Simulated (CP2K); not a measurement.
The C K edge of carbon tetrachloride was computed by TDDFT (CP2K XAS_TDP, aug-pc-1, TDA) at these levels: BHandHLYP, PBE0, PBEh(45%) and PBEh(45%) + GW2X. The first three lines of C2 (bonded to 4 Cl) with a strength over 0.0015, energy in eV and strength:

```
run           first          second           third
  1  286.73 (0.241)  294.94 (0.022)  295.41 (0.006)
  2  281.45 (0.203)  286.42 (0.003)  287.97 (0.013)
  3  290.63 (0.238)  298.83 (0.022)  299.31 (0.006)
  4  288.52 (0.252)  295.57 (0.002)  296.99 (0.019)
```

Q: Which run is which?

Run 1: PBEh(45%) (45 % exact exchange). Run 2: PBE0 (25 % exact exchange). Run 3: PBEh(45%) + GW2X (45 % exact exchange). Run 4: BHandHLYP (50 % exact exchange). Self-interaction lifts the core level, so the uncorrected lines rise with the share of exact exchange. The GW2X run keeps the spacings of its parent: 8.20 eV between the first two lines in run 3, 8.21 eV in run 1. Its shift is +3.90 eV, since the Kohn–Sham level at this share of exchange lies that far above the quasiparticle level.

[Banner, clock and machine lines of the logs are left out without a mark of their own.]

[Logs are printed without paths, hosts, clocks, repeated set-up lines and the standing remarks that a program may print on its own settings, such as how far it seeks lower states.]

[Hosts, paths, dates, database ids (printed as entryN), source tags and the programs' standing remarks are cut or masked in the printed files.]
